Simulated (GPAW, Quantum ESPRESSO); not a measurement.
# Near-edge structure at the Cu K edge of CuI (Marshite, F-43m), part 3 of 4

Do two independent programs agree on the Cu K edge of CuI (Marshite, F-43m)? The same cell and functional are run with XSpectra and with GPAW.

Quantum ESPRESSO 7.5 and GPAW 26.7.0; core-hole supercells, plane-wave PAW LDA.

So far. Step 7 (Spectrum with FCH, Cu atom 2 (Quantum ESPRESSO)): The hole costs E(hole) − E(ground) = 8989.67 eV, and the lowest empty level of the hole cell lies at 6.16 eV, which puts the zero at 8995.84 eV. One term is added: -29.79 eV, since the hole is spin-paired here and a spin-polarised one costs that much less in the free atom (computed apart). The photon energy is then 8966.05 eV. The tabulated edge of the element is 8979 eV.

The database entry behind the starting cell differs from later determinations by our own check (about 0.15 % long (mineral sample)), so it need not match the best structure at ambient conditions.

### 8. Supercell with XCH, Cu atom 2 (Quantum ESPRESSO)

Level of this step: plane-wave PAW DFT, LDA, scalar-relativistic, self-consistent field (Quantum ESPRESSO).

The holes are 6.1 Å apart. The excited electron is kept in the cell, where it fills the lowest empty states and screens the hole.

Changed against the first core-hole run: core hole to XCH.

scf.in reads:

```
&control
   calculation='scf', prefix='x', pseudo_dir='../pp', outdir='tmp', tprnfor=.true.
/
&system
   ibrav=0, nat=8, ntyp=3, nbnd=45
   ecutwfc=61, ecutrho=340
   occupations='smearing', smearing='gaussian', degauss=0.003
/
&electrons
   conv_thr=8.0e-08, electron_maxstep=120
   mixing_beta=0.5
/
ATOMIC_SPECIES
I 1.0 I.lda-n-kjpaw.UPF
Cu0 1.0 Cu.lda-dn-kjpaw-1sch.UPF
Cu 1.0 Cu.lda-dn-kjpaw.UPF
CELL_PARAMETERS angstrom
  0.00000000 0.00000000 6.06300000
  6.06300000 0.00000000 0.00000000
  0.00000000 6.06300000 0.00000000
ATOMIC_POSITIONS crystal
I    0.00000000 0.00000000 0.00000000
I    0.00000000 0.50000000 0.50000000
I    0.50000000 0.50000000 0.00000000
I    0.50000000 0.00000000 0.50000000
Cu0  0.75000000 0.75000000 0.75000000
Cu   0.75000000 0.25000000 0.25000000
Cu   0.25000000 0.25000000 0.75000000
Cu   0.25000000 0.75000000 0.25000000
K_POINTS automatic
3 3 3 0 0 0
```

On the command line:

```sh
$ OMP_NUM_THREADS=1 mpirun --oversubscribe --bind-to none -np 4 pw.x -nk 4 -in scf.in > scf.out
```

Numbers of over 12 decimals in the logs are rounded to 6 here.

What it wrote:

```text
     [... banner and references ...]
[banner, memory and clock lines left out]
using ibrav=0 with symmetry is DISCOURAGED, use correct ibrav instead

     G-vector sticks info

     bravais-lattice index     =            0
     lattice parameter (alat)  =      11.4574  a.u.
     unit-cell volume          =    1504.0397 (a.u.)^3
     number of atoms/cell      =            8
     number of atomic types    =            3
     number of electrons       =        73.00
     number of Kohn-Sham states=           45
     kinetic-energy cutoff     =      61.0000  Ry
     charge density cutoff     =     340.0000  Ry
     scf convergence threshold =      8.0E-08
     mixing beta               =       0.5000
     number of iterations used =            8  plain     mixing
     Exchange-correlation= SLA  PZ   NOGX NOGC
                           (   1   1   0   0   0   0   0)

     celldm(1)=  11.457409  celldm(2)=   0.000000  celldm(3)=   0.000000
     celldm(4)=   0.000000  celldm(5)=   0.000000  celldm(6)=   0.000000

     crystal axes: (cart. coord. in units of alat)
               a(1) = (   0.000000   0.000000   1.000000 )
               a(2) = (   1.000000   0.000000   0.000000 )
               a(3) = (   0.000000   1.000000   0.000000 )

     reciprocal axes: (cart. coord. in units 2 pi/alat)
               b(1) = (  0.000000  0.000000  1.000000 )
               b(2) = (  1.000000  0.000000  0.000000 )
               b(3) = (  0.000000  1.000000  0.000000 )

     ../pp/I.lda-n-kjpaw.UPF
     Pseudo is Projector augmented-wave + core cor, Zval =  7.0
     Shape of augmentation charge: PSQ
     Using radial grid of 1247 points,  6 beta functions with:
[...]
iteration #  9     ecut=    61.00 Ry     beta= 0.50
     Davidson diagonalization with overlap
     ethr =  3.86E-10,  avg # of iterations =  4.8

     End of self-consistent calculation

          k = 0.0000 0.0000 0.0000 ( 12053 PWs)   bands (ev):

    -8.6148  -7.8693  -7.8693  -7.8693  -1.7386  -1.7386  -1.7386  -1.6994
    -1.6994  -0.5540   0.0759   0.0759   1.7357   1.7357   1.7357   1.7865
     1.7865   1.7865   2.2361   2.2361   2.2361   3.5908   3.6780   3.6780
     3.7395   3.7395   3.7555   3.7744   3.7744   3.7744   4.0248   4.0248
     4.0248   5.2792   5.2792   5.2792   6.1451   7.8670   7.8735   7.8735
     7.8735   8.1687   8.1687  10.1248  10.1248

     [... bands of 3 further k-points ...]

     the Fermi energy is     7.6247 ev

!    total energy              =   -2309.01017044 Ry
     total all-electron energy =    -69443.736089 Ry
     estimated scf accuracy    <       0.00000002 Ry
     smearing contrib. (-TS)   =      -0.00029960 Ry
     internal energy E=F+TS    =   -2309.00987083 Ry

     The total energy is F=E-TS. E is the sum of the following terms:
     one-electron contribution =    -302.70290543 Ry
     hartree contribution      =     223.79380029 Ry
     xc contribution           =    -241.86447672 Ry
     ewald contribution        =    -325.25939975 Ry
     one-center paw contrib.   =   -1662.97688922 Ry

     convergence has been achieved in   9 iterations

     Forces acting on atoms (cartesian axes, Ry/au):

     atom    1 type  1   force =     0.01906636    0.01906636    0.01906636
     atom    2 type  1   force =    -0.01906636   -0.01906636    0.01906636
     atom    3 type  1   force =    -0.01906636    0.01906636   -0.01906636
[...]
atom    7 type  3   force =     0.00000000    0.00000000    0.00000000
     atom    8 type  3   force =     0.00000000    0.00000000    0.00000000

     Total force =     0.066048     Total SCF correction =     0.000156

     XML data file, charge density, pseudopotentials, collected wavefunctions
```

The job ended after 24 s (4 MPI ranks of Arm Neoverse V1, shared host; peak memory 0.29 GiB; 97 s of CPU time).

Energy with the hole: -944830.162 eV, cores included.

### 9. Excitation energy, Cu atom 2 (Quantum ESPRESSO)

With the excited electron kept in the cell the system stays neutral, and the energy difference is an excitation energy by itself. In a small cell that electron takes up a good share of the lowest empty band, or all of one, which shifts the value from the true onset.

The total-energy difference is 8996.89 eV. With the free-atom term of -29.79 eV for this edge, the photon energy is 8967.10 eV.

### 10. Ground state of the crystal (GPAW)

The second program starts from its own ground state, on the same cell and functional.

scf.py reads:

```python
import numpy as np
from ase import Atoms
from ase.parallel import parprint, paropen
from gpaw import GPAW, PW, FermiDirac, Mixer, MixerDif, setup_paths
from gpaw.test import gen
setup_paths.insert(0, '.')
gen('Cu', name='nch1s', xcname='LDA', corehole=(1, 0, 0), write_xml=True)
from gpaw.mpi import world
world.barrier()

atoms = Atoms('ICu',
    cell=[[0, 3.0315, 3.0315],
     [3.0315, 0, 3.0315],
     [3.0315, 3.0315, 0]],
    scaled_positions=[[0, 0, 0],
     [0.75, 0.75, 0.75]],
    pbc=True)
atoms.calc = calc = GPAW(legacy_gpaw=True, mode=PW(500, force_complex_dtype=True), xc='LDA', setups={1: 'nch1s'},
    kpts={'size': (7, 7, 7), 'gamma': True}, occupations=FermiDirac(0.05),
    charge=0, mixer=Mixer(0.1, 5, 50), maxiter=150,
    convergence={'density': 0.0001, 'eigenstates': 1e-6}, txt='scf.txt')
energy = atoms.get_potential_energy() + calc.get_reference_energy()
ef = calc.get_fermi_level()
out = dict(energy=energy, fermi=ef, forces=atoms.get_forces().tolist())
parprint(f'all-electron energy {energy:.4f} eV, Fermi level {ef:.4f} eV')
ev = np.array([[calc.get_eigenvalues(k, s) for k in range(len(calc.get_ibz_k_points()))] for s in range(calc.get_number_of_spins())])
out['homo'], out['lumo'], out['counts'] = ev[ev < ef].max(), ev[ev > ef].min(), sorted(set((ev < ef).sum((0, 2)).tolist()))
out['filled'] = (ev[:, 0] < ef).sum(1).tolist()
import json
with paropen('out.json', 'w') as f:
    json.dump(out, f)
```

On the command line:

```sh
$ OMP_NUM_THREADS=1 mpirun -n 4 gpaw python scf.py
```

What it wrote:

```text
Input parameters:
  convergence: {density: 0.0001,
                eigenstates: 1e-06}
  kpts: {gamma: True,
         size: (7, 7, 7)}
  maxiter: 150
  mixer: {backend: pulay,
          beta: 0.1,
          method: separate,
          nmaxold: 5,
          weight: 50}
  mode: {ecut: 500.0,
         force_complex_dtype: True,
         name: pw}
  occupations: {fixmagmom: False,
                name: fermi-dirac,
[...]
*s    :     0.821514
4p(0) :    -0.028757     1.001617
*p    :     0.971243
3d(10):    -0.195673     0.277238
*d    :     0.804327
--------------------------------

Diagonalizing with gridspacing h=0.050

state   all-electron     PAW
-------------------------------
4s:      -0.178486    -0.178572
4p:      -0.028757    -0.028678
3d:      -0.195673    -0.196155
*f:                    0.071609
-------------------------------
all-electron energy -238341.3935 eV, Fermi level 4.6007 eV
[key lines of the parts left out:]
Converged after 18 iterations.
Dipole moment: (2.064557, 2.064557, 2.064557) |e|*Ang
Free energy:     -6.811212
Fermi level: 4.60071
```

The job ended after 9.1 s (4 MPI ranks; peak memory 0.17 GiB; 36 s of CPU time).

The mesh shows a gap of 0.96 eV, so the hole is first treated in a charged cell, without the excited electron.

### 11. Spectrum without a core hole, Cu atom 2 (GPAW)

This cheap baseline ignores the attraction of the hole: it shows the absorber's empty states as they are in the ground state. The data set with a hole of occupation 0 only carries the core orbital.

xas.py reads:

```python
import numpy as np
from ase import Atoms
from ase.parallel import parprint, paropen
from gpaw import GPAW, PW, FermiDirac, Mixer, MixerDif, setup_paths
from gpaw.test import gen
setup_paths.insert(0, '.')
gen('Cu', name='nch1s', xcname='LDA', corehole=(1, 0, 0), write_xml=True)
from gpaw.mpi import world
world.barrier()

atoms = Atoms('ICu',
    cell=[[0, 3.0315, 3.0315],
     [3.0315, 0, 3.0315],
     [3.0315, 3.0315, 0]],
    scaled_positions=[[0, 0, 0],
     [0.75, 0.75, 0.75]],
    pbc=True)
atoms.calc = calc = GPAW(legacy_gpaw=True, mode=PW(500, force_complex_dtype=True), xc='LDA', setups={1: 'nch1s'},
    kpts={'size': (7, 7, 7), 'gamma': True}, occupations=FermiDirac(0.02),
    charge=0, mixer=Mixer(0.1, 5, 50), maxiter=150,
    convergence={'density': 0.0001, 'eigenstates': 1e-6}, txt='scf.txt')
energy = atoms.get_potential_energy() + calc.get_reference_energy()
ef = calc.get_fermi_level()
out = dict(energy=energy, fermi=ef, forces=atoms.get_forces().tolist())
parprint(f'all-electron energy {energy:.4f} eV, Fermi level {ef:.4f} eV')
ev = np.array([[calc.get_eigenvalues(k, s) for k in range(len(calc.get_ibz_k_points()))] for s in range(calc.get_number_of_spins())])
out['homo'], out['lumo'], out['counts'] = ev[ev < ef].max(), ev[ev > ef].min(), sorted(set((ev < ef).sum((0, 2)).tolist()))
out['filled'] = (ev[:, 0] < ef).sum(1).tolist()

from ase.units import Ha
from gpaw.xas import dipole_matrix_elements
nb = int(calc.get_number_of_electrons() / 2) + 36
top = nb
nscf = calc.fixed_density(kpts={'size': (6, 6, 6), 'gamma': True},
    convergence={'eigenstates': 1.0}, txt='nscf.txt')
nscf.diagonalize_full_hamiltonian(nbands=nb)
cell = atoms.cell.array
ops = [cell.T @ U.T @ np.linalg.inv(cell.T) for U in nscf.wfs.kd.symmetry.op_scc]
filled = [9]  # bands filled in the ground state, by spin
E = np.arange(-25, 34, 0.1)
fwhm = np.interp(E, [4, 25], [1.55, 3.5])
Y, X, zero, highest = 0, 0, 1e9, 1e9
for spin in range(nscf.get_number_of_spins()):
    wfs = nscf.wfs
    A = dipole_matrix_elements(wfs.setups[1])
    eps = np.zeros((wfs.kd.nibzkpts, nb))
    d = np.zeros((3, A.shape[1], wfs.kd.nibzkpts, nb), complex)
    for kpt in wfs.kpt_u:
        if kpt.s == spin and 1 in kpt.P_ani:
            eps[kpt.k] = kpt.eps_n * Ha
            d[:, :, kpt.k] = (kpt.weight * wfs.nspins / 2) ** 0.5 * np.inner(A, kpt.P_ani[1])
    world.sum(eps)
    world.sum(d)
    T = np.einsum('amkn,bmkn->abkn', d, d.conj()).real
    T = sum(np.einsum('ai,ijkn,bj->abkn', R, T, R) for R in ops) / len(ops)
    empty = np.ones_like(eps, bool) & (np.arange(nb) >= filled[spin])
    zero, highest = min(zero, eps[empty].min()), min(highest, eps[:, top - 1].min())
    lines = [(eps, T, empty)] if spin == 0 else lines + [(eps, T, empty)]
for eps, T, empty in lines:
    f = np.einsum('aakn->akn', T).reshape(3, -1)
    x = eps.ravel() - zero
    w = np.interp(x, E, fwhm) / 2.35482
    g = np.exp(-0.5 * ((E[:, None] - x) / w) ** 2) / (w * (2 * np.pi) ** 0.5)
    Y = Y + (f * empty.ravel()) @ g.T
    X = X + (f * ~empty.ravel()) @ g.T
out.update(E=E.round(2).tolist(), xas=Y.tolist(), xes=X.tolist(), zero=zero, valid=highest - zero, nk=len(eps), nb=nb)
for i in range(0, len(E), 10):
    parprint(f'{E[i]:7.2f}', *(f'{v:10.3e}' for v in Y[:, i]))
import json
with paropen('out.json', 'w') as f:
    json.dump(out, f)
```

On the command line:

```sh
$ OMP_NUM_THREADS=1 mpirun -n 4 gpaw python xas.py
```

What it wrote:

```text
Input parameters:
  convergence: {density: 0.0001,
                eigenstates: 1e-06}
  kpts: {gamma: True,
         size: (7, 7, 7)}
  maxiter: 150
  mixer: {backend: pulay,
          beta: 0.1,
          method: separate,
          nmaxold: 5,
          weight: 50}
  mode: {ecut: 500.0,
         force_complex_dtype: True,
         name: pw}
  occupations: {fixmagmom: False,
                name: fermi-dirac,
[...]
*d    :     0.804327
--------------------------------

Diagonalizing with gridspacing h=0.050

state   all-electron     PAW
-------------------------------
4s:      -0.178486    -0.178572
4p:      -0.028757    -0.028678
3d:      -0.195673    -0.196155
*f:                    0.071609
-------------------------------
all-electron energy -238341.3935 eV, Fermi level 4.6162 eV
[...]
32.00  1.720e-07  1.720e-07  1.720e-07
  33.00  1.676e-07  1.676e-07  1.676e-07
[key lines of the parts left out:]
Converged after 19 iterations.
Dipole moment: (2.064484, 2.064484, 2.064484) |e|*Ang
Free energy:     -6.811212
Fermi level: 4.61619
```

Wall time 42 s (4 MPI ranks); peak memory 0.43 GiB; 2.8 min of CPU time.

The Cu K spectrum, Cu atom 2, no core hole (energy from the lowest empty level; intensity scaled to a mean of 1 over the first 20 eV):

```tsv
E (eV)	intensity
-2.00	0.00
-1.25	0.00
-0.50	0.00
0.25	0.02
1.00	0.10
1.75	0.29
2.50	0.50
3.25	0.81
4.00	1.29
4.75	1.57
5.50	1.32
6.25	1.11
7.00	1.14
7.75	1.08
8.50	0.99
9.25	1.01
10.00	1.14
10.75	1.34
11.50	1.41
12.25	1.27
13.00	1.09
13.75	1.11
14.50	1.22
15.25	1.20
16.00	1.04
16.75	0.87
17.50	0.84
18.25	0.92
19.00	1.01
19.75	1.03
20.50	1.00
21.25	0.95
22.00	0.94
22.75	0.98
23.50	1.06
24.25	1.10
25.00	1.06
25.75	0.97
26.50	0.88
27.25	0.87
28.00	0.96
28.75	1.09
29.50	1.18
30.25	1.17
31.00	1.09
31.75	1.00
```

Main maxima below 30 eV (height): 4.8 eV (1.57), 7.2 eV (1.15), 11.4 eV (1.42), 14.8 eV (1.24), 24.4 eV (1.10) and 29.8 eV (1.19). 

The same matrix elements for filled bands give the Cu K emission of Cu atom 2 (ground-state approximation; energy from the lowest empty level, largest value 1):

```tsv
E (eV)	emission
-24.00	0.00
-23.25	0.00
-22.50	0.00
-21.75	0.00
-21.00	0.00
-20.25	0.00
-19.50	0.00
-18.75	0.00
-18.00	0.00
-17.25	0.00
-16.50	0.00
-15.75	0.02
-15.00	0.09
-14.25	0.13
-13.50	0.06
-12.75	0.01
-12.00	0.00
-11.25	0.00
-10.50	0.00
-9.75	0.00
-9.00	0.00
-8.25	0.00
-7.50	0.03
-6.75	0.14
-6.00	0.42
-5.25	0.88
-4.50	0.89
-3.75	0.36
-3.00	0.31
-2.25	0.58
-1.50	0.49
-0.75	0.16
0.00	0.02
0.75	0.00
1.50	0.00
2.25	0.00
3.00	0.00
```

Emission maxima: -14.4 eV (0.14), -4.8 eV (1.00) and -2.0 eV (0.61).

### 12. Reference energy of the supercell (GPAW)

Total energies of two programs can't be mixed, so the cell and mesh of GPAW's hole run get a reference energy of their own.

Edit scf.py of step 10 so:

```diff
@@ -10,11 +10,17 @@
 
-atoms = Atoms('ICu',
-    cell=[[0, 3.0315, 3.0315],
-     [3.0315, 0, 3.0315],
-     [3.0315, 3.0315, 0]],
+atoms = Atoms('I4Cu4',
+    cell=[[0, 0, 6.063],
+     [6.063, 0, 0],
+     [0, 6.063, 0]],
     scaled_positions=[[0, 0, 0],
-     [0.75, 0.75, 0.75]],
+     [0, 0.5, 0.5],
+     [0.5, 0.5, 0],
+     [0.5, 0, 0.5],
+     [0.75, 0.75, 0.75],
+     [0.75, 0.25, 0.25],
+     [0.25, 0.25, 0.75],
+     [0.25, 0.75, 0.25]],
     pbc=True)
-atoms.calc = calc = GPAW(legacy_gpaw=True, mode=PW(500, force_complex_dtype=True), xc='LDA', setups={1: 'nch1s'},
-    kpts={'size': (7, 7, 7), 'gamma': True}, occupations=FermiDirac(0.05),
+atoms.calc = calc = GPAW(legacy_gpaw=True, mode=PW(500, force_complex_dtype=True), xc='LDA', setups={4: 'nch1s'},
+    kpts={'size': (3, 3, 3), 'gamma': True}, occupations=FermiDirac(0.02),
     charge=0, mixer=Mixer(0.1, 5, 50), maxiter=150,
```

On the command line:

```sh
$ OMP_NUM_THREADS=1 mpirun -n 4 gpaw python scf.py
```

What it wrote:

```text
Input parameters:
  convergence: {density: 0.0001,
                eigenstates: 1e-06}
  kpts: {gamma: True,
         size: (3, 3, 3)}
  maxiter: 150
  mixer: {backend: pulay,
          beta: 0.1,
          method: separate,
          nmaxold: 5,
          weight: 50}
  mode: {ecut: 500.0,
         force_complex_dtype: True,
         name: pw}
  occupations: {fixmagmom: False,
                name: fermi-dirac,
[...]
*s    :     0.821514
4p(0) :    -0.028757     1.001617
*p    :     0.971243
3d(10):    -0.195673     0.277238
*d    :     0.804327
--------------------------------

Diagonalizing with gridspacing h=0.050

state   all-electron     PAW
-------------------------------
4s:      -0.178486    -0.178572
4p:      -0.028757    -0.028678
3d:      -0.195673    -0.196155
*f:                    0.071609
-------------------------------
all-electron energy -953365.5625 eV, Fermi level 4.6348 eV
[key lines of the parts left out:]
Converged after 23 iterations.
Dipole moment: (0.000011, 0.000011, 0.000011) |e|*Ang
Free energy:    -27.233379
Fermi level: 4.63477
```

Wall time 19 s (4 MPI ranks); peak memory 0.21 GiB.

Reference energy: -953365.562 eV with the cores included.

(Part 3 of 4 ends here.)

[Banner, clock and machine lines of the logs are left out without a mark of their own.]

[Logs are printed without paths, hosts, clocks, repeated set-up lines and the standing remarks that a program may print on its own settings, such as how far it seeks lower states.]

[Hosts, paths, dates, database ids (printed as entryN), source tags and the programs' standing remarks are cut or masked in the printed files.]

[Lists of maxima count a maximum above −3 eV only where it reaches 4 % of the highest in the window and stands out from its surroundings by 2 % of it (1.5 % where it reaches 55 %); shoulders and weaker maxima are passed over, and of the rest the first, up to two pre-edge ones and the few strongest are named.]
